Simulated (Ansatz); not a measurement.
# Cs2TlBiF6: which shell does photoemission see at 21.2 and 100 eV? (LDA)

The valence band of Cs2TlBiF6 mixes several shells. Work out by hand which one leads the spectrum's area at each photon energy.

Filled states come from the projected DOS of Ansatz 0.2.0 (LDA, plane waves); cross sections σ and asymmetry parameters β are those of free atoms in a Dirac–Hartree–Slater calculation. A shell's area is states × σ × angular factor, which is 1 + β·P₂(cos θ) for linear light, with θ = 0° from the polarisation and P₂ = 1.000.

**At 21.2 eV** (states counted from 8.7 eV below the zero; other shells add 6.6 to the products' sum of 234):

| shell | filled states a cell | cross section (Mb an electron) | β | angular factor | product | share by hand (%) | share in the simulated spectrum (%) |
| --- | --- | --- | --- | --- | --- | --- | --- |
| Bi 5d | 0.04 | 0 | 0.00 | 1.00 | 0 | 0 | 0 |
| Tl 5d | 0.17 | 0 | 0.00 | 1.00 | 0 | 0 | 0 |
| Cs 5p | 11.44 | 4.07 | 1.86 | 2.86 | 133 | 57 | 57 |
| F 2s | 0.18 | 0 | 0.00 | 1.00 | 0 | 0 | 0 |
| F 2p | 33.26 | 2.03 | 0.40 | 1.40 | 94.1 | 40 | 40 |

**At 100 eV** (states counted from 24.8 eV below the zero; other shells add 0.81 to the products' sum of 64.3):

| shell | filled states a cell | cross section (Mb an electron) | β | angular factor | product | share by hand (%) | share in the simulated spectrum (%) |
| --- | --- | --- | --- | --- | --- | --- | --- |
| Bi 5d | 10.00 | 0.422 | 1.53 | 2.53 | 10.7 | 17 | 16 |
| Tl 5d | 10.00 | 0.282 | 1.64 | 2.64 | 7.43 | 12 | 12 |
| Cs 5p | 11.47 | 0.0373 | -0.09 | 0.91 | 0.388 | 1 | 1 |
| F 2s | 11.51 | 0.276 | 2.00 | 3.00 | 9.54 | 15 | 15 |
| F 2p | 33.97 | 0.419 | 1.49 | 2.49 | 35.4 | 55 | 55 |

Cs 5p leads at 21.2 eV and F 2p at 100 eV. Between the two energies σ of Cs 5p changes by a factor 0.0092 and that of F 2p by 0.21, so their ratio moves 23-fold in favour of the second. The simulated spectrum uses the same rule on the energy-resolved DOS, so the two share columns agree within a few points.

The angular factor decides the lead at one of the energies. Only crystals where the two columns agree within 4 points and the lead is clear are worked in this form. Free-atom cross sections ignore the solid's final states, no escape depth or background enters, and the count of states a shell hangs on the projection.
